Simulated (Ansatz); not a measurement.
## Ba3PbO (Pm-3m): following an unstable mode

Wanted: the energy along a soft mode of Ba3PbO (Pm-3m) and the structure at the end.

Method: DFT PBEsol, scalar-relativistic, plane waves, PAW; PAW set soft_1, in Ansatz 0.2.0.

## 1. The structure

It takes space group Pm-3m (No. 221, cubic). The conventional cell has a = 5.414 Å, b = 5.414 Å, c = 5.414 Å, α = 90.00°, β = 90.00°, γ = 90.00°. Nearest to Ba lie 2 O at 2.71 Å. Nearest to Pb lie 12 Ba at 3.83 Å. Nearest to O lie 6 Ba at 2.71 Å. Farther neighbours and most contacts between anions are not listed.

## 2. Response at finite wavevector

The cell comes from relaxations at this level that are not shown. Stability and thermal properties need the whole zone. Linear response on a 2×2×2 q mesh gives force constants as far as a supercell of that size would.

input.yaml

```yaml
crystal:
  lattice:
    - [5.4137135094, 0.0, 0.0]
    - [0.0, 5.4137135094, 0.0]
    - [0.0, 0.0, 5.4137135094]
  atoms:
    - { symbol: Ba, position: [0.0, 0.5, 0.5] }
    - { symbol: Ba, position: [0.5, 0.0, 0.5] }
    - { symbol: Ba, position: [0.5, 0.5, 0.0] }
    - { symbol: Pb, position: [0.0, 0.0, 0.0] }
    - { symbol: O, position: [0.5, 0.5, 0.5] }
kpoints:
  mp_grid: { grid: [8, 8, 8] }
hamiltonian:
  xc: pbesol
  pseudopotentials: { kind: paw, azcp: { folder: soft_1 }, xc_functional: pbe }
scf:
  occupations: { method: methfessel_paxton, width: 0.2 }
output:
  eigenvalues: true
phonons:
  method: dfpt
  qmesh: [2, 2, 2]
  temperatures: { t_max: 1000, t_step: 50 }
  qpath:
    path:
      - [[0.0, 0.0, 0.0], [0.0, 0.5, 0.0], [0.5, 0.5, 0.0], [0.0, 0.0, 0.0], [0.5, 0.5, 0.5], [0.0, 0.5, 0.0]]
      - [[0.5, 0.5, 0.5], [0.5, 0.5, 0.0]]
    npoints: 10
```

On the command line:

```sh
$ ansatz run input.yaml --threads 4 --pin off --max-ram 10240MiB --backend cpu --events-out ev --progress --plain --runs-dir out
```

Numbers of over 12 decimals in the logs are rounded to 6 here.

The log of the run:

```text
Engine: ansatz 0.2.0, aarch64-unknown-linux-gnu
Pseudopotentials: kind: paw
Pseudopotential: Ba, paw, valence charge 10, recommended cutoff 420 eV (normal), soft_1/Ba.paw.azcp
Pseudopotential: Pb, paw, valence charge 14, recommended cutoff 420 eV (normal), soft_1/Pb.paw.azcp
Pseudopotential: O, paw, valence charge 6, recommended cutoff 420 eV (normal), soft_1/O.paw.azcp
Functional definition: PBEsol
  exchange = pbesol_x
  correlation = pbesol_c
Crystal: 5 atoms, lattice volume = 158.667 Å³
Basis set: ecut = 420 eV, 3071 PW (Γ), exchange–correlation on 80×80×80 points (8 copies of the dense FFT grid, shifted against one another)
Bands: 30, of which v1, the nominal top of the filled ones, is band 25 counted from 1 (24 counted from 0)
Symmetry: 48 space group operations
k-points: 35 of 512
Non-local potential: Ba, projectors of the file, l = 0: 3, l = 1: 2, l = 2: 2, l = 3: 2
Non-local potential: Pb, projectors of the file, l = 0: 2, l = 1: 2, l = 2: 2, l = 3: 1
Non-local potential: O, projectors of the file, l = 0: 2, l = 1: 2, l = 2: 1
PAW form: soft (Blöchl's): semilocal exchange-correlation on the pseudo side does not see the compensation charge
PAW frozen core: Ba, regenerated for the run's functional, and the local potential with it (the file was generated under x = pbe(κ = 0.804, μ = 0.219515), c = pbe(β = 0.066725))
PAW frozen core: Pb, regenerated for the run's functional, and the local potential with it (the file was generated under x = pbe(κ = 0.804, μ = 0.219515), c = pbe(β = 0.066725))
PAW frozen core: O, regenerated for the run's functional, and the local potential with it (the file was generated under x = pbe(κ = 0.804, μ = 0.219515), c = pbe(β = 0.066725))
PAW one-centre angular grid: Ba, 194 points (default); XC on 64 Gauss nodes
PAW one-centre angular grid: Pb, 590 points (default); XC on 64 Gauss nodes
PAW one-centre angular grid: O, 110 points (default); XC on 64 Gauss nodes
Initial density: superposition of atomic densities (chi_scale 0.1, normalization cell, long waves kept (reshape's long-wave potential 0.00 eV rms))
Initial wavefunctions: pseudopotential atomic-orbital guess
Functional: x = pbesol(κ = 0.804, μ = 0.123457), c = pbesol(β = 0.046)
SCF iter   1: F=—  HF=-29914.602267 eV  |F-HF|=—  |Δ(HF+E_count)|=         —  Δρ=9.55e-2  dr2=1.76e1  ethr=3.10e-3  ⟨swp⟩=11.2  Hψ=12838  notcnv=0
automatic band count: the SCF goes on with 35 bands, as 30 were too few: they end inside the smearing window of the response
preconditioner: auto → Kerker (q_TF=auto, 2.251 Å⁻¹)  [metal: Δε(μ)=0.015 eV  Ē_g=12.243 eV  σ=0.200 eV  W_gap=0.06  n_scr=26 (ndim 8)  ℏωp=19.6 eV  f_vac=0.000  D(μ)=2.37/eV (n_scr^D=18)]
SCF iter   2: F=—  HF=-29911.444222 eV  |F-HF|=—  |Δ(HF+E_count)|=    3.16e0  S|Δr|=    0.00e0  Δρ=2.87e-2  dr2=2.18e0  ethr=3.10e-3  ⟨swp⟩=3.0  Hψ=2891  notcnv=0  defer=113
SCF iter   3: F=—  HF=-29911.003640 eV  |F-HF|=—  |Δ(HF+E_count)|=   4.41e-1  S|Δr|=    0.00e0  Δρ=7.66e-3  dr2=1.57e-1  ethr=3.10e-3  ⟨swp⟩=2.5  Hψ=2253  notcnv=0  defer=112
SCF iter   4: F=—  HF=-29910.978467 eV  |F-HF|=—  |Δ(HF+E_count)|=   2.52e-2  S|Δr|=    0.00e0  Δρ=1.83e-3  dr2=1.17e-2  ethr=3.14e-4  ⟨swp⟩=3.1  Hψ=2378  notcnv=0  defer=108
SCF iter   5: F=—  HF=-29910.976954 eV  |F-HF|=—  |Δ(HF+E_count)|=   1.51e-3  S|Δr|=    0.00e0  Δρ=7.01e-4  dr2=3.03e-3  ethr=2.34e-5  ⟨swp⟩=2.0  Hψ=1339  notcnv=0  defer=108
SCF iter   6: F=—  HF=-29910.976344 eV  |F-HF|=—  |Δ(HF+E_count)|=   6.10e-4  S|Δr|=    0.00e0  Δρ=2.82e-4  dr2=3.58e-4  ethr=6.05e-6  ⟨swp⟩=2.3  Hψ=1522  notcnv=0  defer=108
SCF iter   7: F=—  HF=-29910.976228 eV  |F-HF|=—  |Δ(HF+E_count)|=   1.16e-4  S|Δr|=    0.00e0  Δρ=1.73e-4  dr2=1.03e-4  ethr=7.15e-7  ⟨swp⟩=2.2  Hψ=1786  notcnv=0  defer=108
SCF iter   8: F=—  HF=-29910.976208 eV  |F-HF|=—  |Δ(HF+E_count)|=   2.02e-5  S|Δr|=    0.00e0  Δρ=3.92e-5  dr2=6.90e-6  ethr=2.07e-7  ⟨swp⟩=2.0  Hψ=1213  notcnv=0  defer=108
SCF iter   9: F=—  HF=-29910.976207 eV  |F-HF|=—  |Δ(HF+E_count)|=   1.20e-6  S|Δr|=    0.00e0  Δρ=6.86e-6  dr2=8.30e-8  ethr=1.38e-8  ⟨swp⟩=2.5  Hψ=1765  notcnv=0  defer=108
SCF iter  10: F=—  HF=-29910.976206 eV  |F-HF|=—  |Δ(HF+E_count)|=   1.19e-6  S|Δr|=    0.00e0  Δρ=1.36e-6  dr2=3.39e-9  ethr=1.66e-10  ⟨swp⟩=2.2  Hψ=1711  notcnv=0  defer=108
SCF iter  11: F=—  HF=-29910.976206 eV  |F-HF|=—  |Δ(HF+E_count)|=  2.36e-10  S|Δr|=    0.00e0  Δρ=2.68e-7  dr2=1.35e-10  ethr=6.78e-12  ⟨swp⟩=2.0  Hψ=1852  notcnv=0  defer=108
SCF iter  12: F=-29910.976206 eV  HF=-29910.976206 eV  |F-HF|=3.64e-12  |Δ(HF+E_count)|=  3.64e-12  S|Δr|=    0.00e0  Δρ=6.83e-8  dr2=8.81e-12  ethr=1.00e-12  ⟨swp⟩=13.9  Hψ=8094  notcnv=0
SCF 1 converged in 12 iterations: F = -29910.976206 eV  dr2 = 8.81e-12
  greatest PAW one-centre occupation: 0.976 electrons in one spin orbital (limit 2), on the Pb atom at site 3 (counted from 0), in its partial waves of l = 2
Initial density: read from a saved state, or passed on in memory by an earlier SCF of this step, an earlier step, the calling program or the single point that the run made first
iter 1 solved again at ethr=3.23e-7 eV; its pass at ethr=3.10e-3 eV (dr2=1.61e-4 eV) is discarded
SCF iter   1: F=—  HF=-29910.976206 eV  |F-HF|=—  |Δ(HF+E_count)|=         —  Δρ=4.40e-7  dr2=3.85e-10  ethr=3.23e-7  ⟨swp⟩=3.8  Hψ=8443  notcnv=0
eigensolver tolerance schedule: the retry pair's looser diagonalisation over-reported the residual by 419301.05 of it (diagonalisation noise at an unbounded share of the residual, at the tolerance the schedule requests for it); recorded, not acted on — ethr = c·dr2/N_el stays at c = 1.0e-1
preconditioner: auto → Kerker (q_TF=auto, 2.251 Å⁻¹)  [metal: Δε(μ)=0.104 eV  Ē_g=12.363 eV  σ=0.200 eV  W_gap=0.38  n_scr=26 (ndim 8)  ℏωp=19.6 eV  f_vac=0.000  D(μ)=0.46/eV (n_scr^D=0)]
SCF iter   2: F=—  HF=-29910.976206 eV  |F-HF|=—  |Δ(HF+E_count)|=   7.23e-7  S|Δr|=    0.00e0  Δρ=2.49e-7  dr2=9.86e-11  ethr=1.00e-12  ⟨swp⟩=4.2  Hψ=3085  notcnv=0
SCF iter   3: F=—  HF=-29910.976206 eV  |F-HF|=—  |Δ(HF+E_count)|=  1.09e-11  S|Δr|=    0.00e0  Δρ=1.19e-7  dr2=2.42e-11  ethr=1.00e-12  ⟨swp⟩=1.0  Hψ=1050  notcnv=0
SCF iter   4: F=—  HF=-29910.976206 eV  |F-HF|=—  |Δ(HF+E_count)|=  7.28e-12  S|Δr|=    0.00e0  Δρ=8.00e-8  dr2=1.17e-11  ethr=1.00e-12  ⟨swp⟩=2.3  Hψ=2060  notcnv=0
SCF iter   5: F=-29910.976206 eV  HF=-29910.976206 eV  |F-HF|=1.82e-11  |Δ(HF+E_count)|=  7.28e-12  S|Δr|=    0.00e0  Δρ=1.52e-8  dr2=6.28e-13  ethr=1.00e-12  ⟨swp⟩=3.0  Hψ=2165  notcnv=0
SCF 2 converged in 5 iterations: F = -29910.976206 eV  dr2 = 6.28e-13
phonons: the bands overlap, so this run is a metal and interpolates without the dipole-dipole term. If the crystal is really an insulator or semiconductor, its LO-TO splitting is missing
NSCF: frozen V_eff on 35 k-points
WARN: eigensolver did not converge in 10 slots of this pass, the one above among them; of largest residual over every band (k=34): 1 band(s) unlocked (lowest unlocked band 34, counted from 0; max residual 3.45e-4 eV among the unlocked bands, 3.45e-4 eV over every band); of lowest unlocked band (k=3): band 34
NSCF: frozen V_eff on 125 k-points
DFPT response loops at q = (0, 0, 0) (fractional): preconditioner auto → Kerker (q_TF=auto, 2.251 Å⁻¹) (partly filled bands, converged f_vac=0.000); β = 1.00, the filter's whole step (`scf.mixing.beta` (0.50) is not read by the response loops under this deck's `scf.mixing.preconditioner`; to damp them name `kerker` or `kerker_dos`, under which they read `scf.mixing.beta`, and type it under 1.00, their step now; both keys bind the ground state too); Broyden in place of MSR1
NSCF: frozen V_eff on 250 k-points
DFPT response loops at q = (0, 0, -0.5) (fractional): mixed as the last ones told, above
NSCF: frozen V_eff on 250 k-points
DFPT response loops at q = (0, -0.5, -0.5) (fractional): mixed as the last ones told, above
NSCF: frozen V_eff on 250 k-points
DFPT response loops at q = (-0.5, -0.5, -0.5) (fractional): mixed as the last ones told, above
SCF converged after 12 iterations
Stability not checked: this state was not tested for a lower state beside it, because cold or Methfessel-Paxton smearing, or corrected tetrahedra, fill the levels in a way that the test cannot read (fill_not_monotonic; see scf.lower_state_search)
Free energy (F): -29910.976206 eV
Harris-Foulkes:  -29910.976206 eV  (|F-HF|=3.64e-12)
Internal energy: -29910.979865 eV  (E = F + TS)
E sigma→0 (E₀):  -29910.977120 eV
Entropy (-TS):   0.003659 eV (0.732 meV/atom)
Fermi energy:    9.695484 eV
--- Per-component energies (eV) ---
  E_band       = -159.263017
  E_kinetic    = 943.365577
  E_local      = -2419.919661  (includes V_loc(G=0)·N_el)
  E_nonlocal   = 644.474138
  E_hartree    = 868.044351
  E_xc         = -864.364902
  E_vxc        = -613.779265  (∫ρ·V_xc dr)
  E_paw        = -25735.005023  (= ΣΔE_a)
  E_vpaw       = -449.493224  (= ΣTr[D̂ρ^β])
  E_aug_tail   = 0.000730  (compensation charges beyond the density's cutoff)
  E_ewald      = -3348.126844
  E_core_change = 0.551771  (= ΣΔE_core)
  E_smearing   = 0.003659  (= −TS)
  E_closure    = -0.000000  (closes the sum)
  Σ components = -29910.976206   (vs F -29910.976206, Δ=0.00e0)
--- Band table (eV; the first three rows and the last of 35) ---
  k-point 0: bands = [... 21 lower, 6.9764, 9.5505, 9.5505, 9.8106, 9.8106, 9.8106, 10.2757, 10.2757, ... 6 higher]
  k-point 1: bands = [... 21 lower, 6.9601, 9.0825, 9.6501, 9.6501, 9.6927, 9.8525, 10.1869, 10.5106, ... 6 higher]
  k-point 2: bands = [... 21 lower, 6.9244, 8.3019, 9.3921, 9.3921, 9.9661, 10.0956, 10.5287, 11.0442, ... 6 higher]
  k-point 34: bands = [... 21 lower, 5.3068, 9.6452, 9.6452, 9.6452, 10.6970, 10.6970, 10.6970, 11.9388, ... 6 higher]
--- Phonons (Γ-DFPT): 4 representative perturbations + reference (Σ response iterations 12) ---
  ASR residual: 6.870e-5 → 0.000e0 eV/Å²; symmetrization residual: 7.020e-6 eV/Å²
  ASR residual per site (eV/Å²): 7.50e-6 7.50e-6 7.50e-6 1.23e-5 6.87e-5
  Γ frequencies (cm⁻¹): 0.00 0.00 0.00 41.36 41.36 41.36 53.49 53.49 53.49 107.18 107.18 107.18 155.20 155.20 155.20
--- Phonons (arbitrary-q DFPT): 4 irreducible q on the 2×2×2 mesh ---
  q = [0.0000, 0.0000, 0.0000] (star 1, of the zone-centre solve; hermiticity 3.55e-6, symmetrization 6.57e-12): -0.00 -0.00 -0.00 41.36 41.36 41.36 53.49 53.49 53.49 107.18 107.18 107.18 155.20 155.20 155.20
  q = [0.0000, 0.0000, -0.5000] (star 3, 9 solved perturbations in 975 linear systems a pass and spin channel, the states on 125 of 512 k-point pairs; hermiticity 3.10e-6, symmetrization 5.10e-12): 39.36 39.36 44.97 44.97 56.72 61.43 68.49 68.49 83.22 97.87 97.87 106.31 165.70 165.70 284.27
  q = [0.0000, -0.5000, -0.5000] (star 3, 9 solved perturbations in 975 linear systems a pass and spin channel, the states on 125 of 512 k-point pairs; hermiticity 3.73e-6, symmetrization 4.25e-13): 17.53 54.67 55.50 55.50 57.31 62.75 62.75 66.93 66.93 87.87 99.45 133.82 173.09 274.14 274.14
  q = [-0.5000, -0.5000, -0.5000] (star 1, 4 solved perturbations in 350 linear systems a pass and spin channel, the states on 125 of 512 k-point pairs; hermiticity 3.51e-6, symmetrization 3.49e-12): -14.06 -14.06 -14.06 48.67 48.67 48.67 53.10 53.10 96.86 96.86 96.86 154.61 281.81 281.81 281.81
  sum rule: each row above includes the acoustic sum rule's correction from the zone centre's row sums; it moved no ω² by more than (1.08 cm⁻¹)²
  mesh force constants: q→R imaginary residual 5.29e-18; ASR residual 6.870e-5 → 0.000e0 eV/Å²; symmetrization residual 2.220e-15 eV/Å²
  interpolated dispersion: 62 rows × 15 modes
  density of states and harmonic sums: on the 12×12×12 q-mesh, interpolated from the force constants of a 2×2×2 supercell (no non-analytic term)
  largest difference from the sums on the solved wave vectors: F 2.14e-1 eV, S 2.76e-4 and C_V 6.21e-5 eV/K
  zero-point energy: 0.090700 eV/cell   skipped modes (ω ≤ 0): 12, of them read as no rigid motion or as one in doubt: 9 (2.720e-2 modes/cell left out, lowest -14.06 cm⁻¹)   left out of the sums: 1.93e-3 of the cell's modes: C_V's classical limit lies that fraction below 3 k_B per atom; for a crystal, a wire or a layer, F and S can be off by more, and a phonons.interpolated_qmesh denser along its periods is the remedy for the sampling
```

Run time: 7.6 min. Hardware: 4 threads of Arm Neoverse V1, shared host; peak memory 2 GiB.

This step gave:

```
volume per atom                                         : 31.73 Å³
gap on the k-mesh                                       : 0 eV
sum-rule residual before enforcement                    : 6.87e-5 eV/Å²
lowest frequency on the path                            : -14.06 cm⁻¹
point group                                             : m-3m
highest frequency on the path or at a solved wavevector : 284.3 cm⁻¹
highest optical mode at the zone centre (no LO-TO term) : 155.2 cm⁻¹
lowest optical zone-centre mode                         : 41.36 cm⁻¹
lowest mode on the q mesh (acoustic modes at Γ apart)   : -14.06 cm⁻¹
```

Frequencies (cm⁻¹) solved at each irreducible wavevector; negative means imaginary. Frequencies by wavevector, by row:

| q in reciprocal lattice units | star | mode 1 | mode 2 | mode 3 | mode 4 | mode 13 | mode 14 | mode 15 |
| --- | --- | --- | --- | --- | --- | --- | --- | --- |
| 0 0 0 | 1 | 0 | 0 | 0 | 41.4 | 155.2 | 155.2 | 155.2 |
| 0 0 -0.5 | 3 | 39.4 | 39.4 | 45 | 45 | 165.7 | 165.7 | 284.3 |
| 0 -0.5 -0.5 | 3 | 17.5 | 54.7 | 55.5 | 55.5 | 173.1 | 274.1 | 274.1 |
| -0.5 -0.5 -0.5 | 1 | -14.1 | -14.1 | -14.1 | 48.7 | 281.8 | 281.8 | 281.8 |

Interpolated from a 2×2×2 q mesh. Phonon branches along the path, in cm⁻¹:

| point | branch 1 | branch 2 | branch 3 | branch 4 | branch 12 | branch 13 | branch 14 | branch 15 |
| --- | --- | --- | --- | --- | --- | --- | --- | --- |
| Γ | 0 | 0 | 0 | 41 | 107 | 155 | 155 | 155 |
| halfway | 27 | 27 | 45 | 46 | 108 | 160 | 160 | 229 |
| X | 39 | 39 | 45 | 45 | 106 | 166 | 166 | 284 |
| halfway | 32 | 46 | 49 | 51 | 124 | 169 | 227 | 279 |
| M | 18 | 55 | 56 | 56 | 134 | 173 | 274 | 274 |
| halfway | 27 | 38 | 43 | 52 | 119 | 165 | 228 | 228 |
| Γ | 0 | 0 | 0 | 41 | 107 | 155 | 155 | 155 |
| halfway | 30 | 30 | 30 | 53 | 130 | 229 | 229 | 229 |
| R | -14 | -14 | -14 | 49 | 155 | 282 | 282 | 282 |
| halfway | 25 | 32 | 38 | 52 | 138 | 230 | 230 | 279 |
| X | 39 | 39 | 45 | 45 | 106 | 166 | 166 | 284 |
| jump to R | -14 | -14 | -14 | 49 | 155 | 282 | 282 | 282 |
| halfway | 7 | 31 | 31 | 52 | 146 | 234 | 278 | 278 |
| M | 18 | 55 | 56 | 56 | 134 | 173 | 274 | 274 |

Symmetry leaves 4 wavevectors to solve. The lowest mode among them, the acoustic zeros apart, lies at q = (-0.5, -0.5, -0.5) and is imaginary, 14.1i cm⁻¹, so the energy falls along it.

## 3. The mode frozen in, largest atomic shift 0 Å

The mode followed lies at q = (-0.5, -0.5, -0.5) with frequency 14.1i cm⁻¹ and is 3-fold degenerate, the softest among the wavevectors solved. At small amplitude the distorted cell has space group no. 167 by a symmetry search on the positions. The undistorted cell that holds it gives the zero of energy on the same k mesh.

System of this step: Ba3PbO. The structure is cubic, space group Pm-3m (No. 221). The conventional cell has a = 5.414 Å, b = 5.414 Å, c = 5.414 Å, α = 90.00°, β = 90.00°, γ = 90.00°. Nearest to Ba lie 2 O at 2.71 Å. Nearest to Pb lie 12 Ba at 3.83 Å. O has 6 Ba at 2.71 Å nearest. Farther neighbours and most contacts between anions are not listed.

input.yaml, the sections that differ from step 2:

```yaml
crystal:
  lattice:
    - [5.4137135094, 5.4137135094, 0.0]
    - [5.4137135094, 0.0, 5.4137135094]
    - [5.4137135094, 0.0, -5.4137135094]
  atoms:
    - { symbol: Ba, position: [0.5, 0.0, 0.5] }
    - { symbol: Ba, position: [0.5, 0.5, 0.0] }
    - { symbol: Ba, position: [0.0, 0.0, 0.5] }
    - { symbol: Ba, position: [0.0, 0.5, 0.0] }
    - { symbol: Ba, position: [0.5, 0.5, 0.5] }
    - { symbol: Ba, position: [0.5, 0.0, 0.0] }
    - { symbol: Pb, position: [0.0, 0.5, 0.5] }
    - { symbol: Pb, position: [0.0, 0.0, 0.0] }
    - { symbol: O, position: [0.5, 0.25, 0.75] }
    - { symbol: O, position: [0.5, 0.75, 0.25] }
output:
  forces: true
  stress: true
  eigenvalues: true
# kpoints, hamiltonian, scf: as in step 2
# phonons: removed
```

The log of the run:

```text
[...]
Crystal: 10 atoms, lattice volume = 317.333 Å³
Basis set: ecut = 420 eV, 6183 PW (Γ), exchange–correlation on 108×108×108 points (8 copies of the dense FFT grid, shifted against one another)
Bands: 60, of which v1, the nominal top of the filled ones, is band 50 counted from 1 (49 counted from 0)
Symmetry: 96 space group operations
[...]
k-points: 29 of 512
[...]
k-point 0: bands = [... 46 lower, 9.6477, 9.6477, 9.6477, 9.8093, 9.8093, 9.8093, 10.2786, 10.2786, ... 6 higher]
  k-point 1: bands = [... 46 lower, 9.4372, 9.4401, 9.5377, 9.5377, 9.8432, 9.8432, 10.1678, 10.5137, ... 6 higher]
  k-point 2: bands = [... 46 lower, 9.2498, 9.2498, 9.3365, 9.3365, 10.0083, 10.0083, 10.4278, 10.9924, ... 6 higher]
  k-point 28: bands = [... 46 lower, 8.7490, 8.7490, 8.8096, 8.8096, 10.7502, 10.7502, 11.1061, 11.1061, ... 6 higher]
[key lines of the parts left out:]
SCF converged after 9 iterations
Free energy (F): -59821.952937 eV
Fermi energy:    9.680450 eV
P = ⅓ Tr σ = 0.0127 GPa (0.127 kbar)
```

It took 14 s on 4 threads; peak memory 1.1 GiB.

Numbers from this step:

```yaml
pressure: 0.01272 GPa
energy_from_the_undistorted_cell: 0 meV/atom
```

The run ends at a pressure of 0.01 GPa.

## 4. The mode frozen in, largest atomic shift 0.14 Å

The atoms are moved along the unstable eigenvector, the largest shift by 0.14 Å, with the cell fixed.

input.yaml, the sections that differ from step 3:

```yaml
crystal:
  lattice:
    - [5.4137135094, 5.4137135094, 0.0]
    - [5.4137135094, 0.0, 5.4137135094]
    - [5.4137135094, 0.0, -5.4137135094]
  atoms:
    - { symbol: Ba, position: [0.5182859601, -0.0182859601, 0.5] }
    - { symbol: Ba, position: [0.4817140399, 0.5182859601, 0.0] }
    - { symbol: Ba, position: [0.0, 0.0182859601, 0.5] }
    - { symbol: Ba, position: [0.0, 0.4817140399, 0.0] }
    - { symbol: Ba, position: [0.4817140399, 0.5, 0.5] }
    - { symbol: Ba, position: [0.5182859601, 0.0, 0.0] }
    - { symbol: Pb, position: [0.0, 0.5, 0.5] }
    - { symbol: Pb, position: [0.0, 0.0, 0.0] }
    - { symbol: O, position: [0.5, 0.25, 0.75] }
    - { symbol: O, position: [0.5, 0.75, 0.25] }
# kpoints, hamiltonian, scf, output: as in step 3
```

The log of the run:

```text
[...]
Crystal: 10 atoms, lattice volume = 317.333 Å³
Basis set: ecut = 420 eV, 6183 PW (Γ), exchange–correlation on 108×108×108 points (8 copies of the dense FFT grid, shifted against one another)
Bands: 60, of which v1, the nominal top of the filled ones, is band 50 counted from 1 (49 counted from 0)
Symmetry: 12 space group operations
[...]
k-points: 65 of 512
[...]
k-point 0: bands = [... 46 lower, 9.6075, 9.6075, 9.6364, 9.8594, 9.9098, 9.9098, 10.1870, 10.2283, ... 6 higher]
  k-point 1: bands = [... 46 lower, 9.4192, 9.4247, 9.5265, 9.5265, 9.9208, 9.9208, 10.1837, 10.4672, ... 6 higher]
  k-point 2: bands = [... 46 lower, 9.2323, 9.2323, 9.3417, 9.3417, 10.0644, 10.0644, 10.4637, 10.9245, ... 6 higher]
  k-point 64: bands = [... 46 lower, 8.5570, 8.6893, 8.7190, 9.1890, 10.5025, 10.9468, 11.0336, 11.3609, ... 6 higher]
[key lines of the parts left out:]
SCF converged after 9 iterations
Free energy (F): -59821.956883 eV
Fermi energy:    9.711548 eV
P = ⅓ Tr σ = 0.0134 GPa (0.134 kbar)
```

Run time: 31 s. Hardware: 4 threads; peak memory 1.4 GiB; 2 min of CPU time.

This step gave:

- pressure: 0.01344 GPa
- energy from the undistorted cell: -0.345 meV/atom

The energy, extrapolated to zero smearing, is -0.34 meV/atom against the undistorted cell.

The run ends at a pressure of 0.01 GPa, with forces up to 0.0030 eV/Å.

[end of part 1 of 2]

[Logs are printed without paths, hosts, clocks, repeated set-up lines and the standing remarks that a program may print on its own settings, such as how far it seeks lower states.]

[Hosts, paths, dates, database ids (printed as entryN), source tags and the programs' standing remarks are cut or masked in the printed files.]
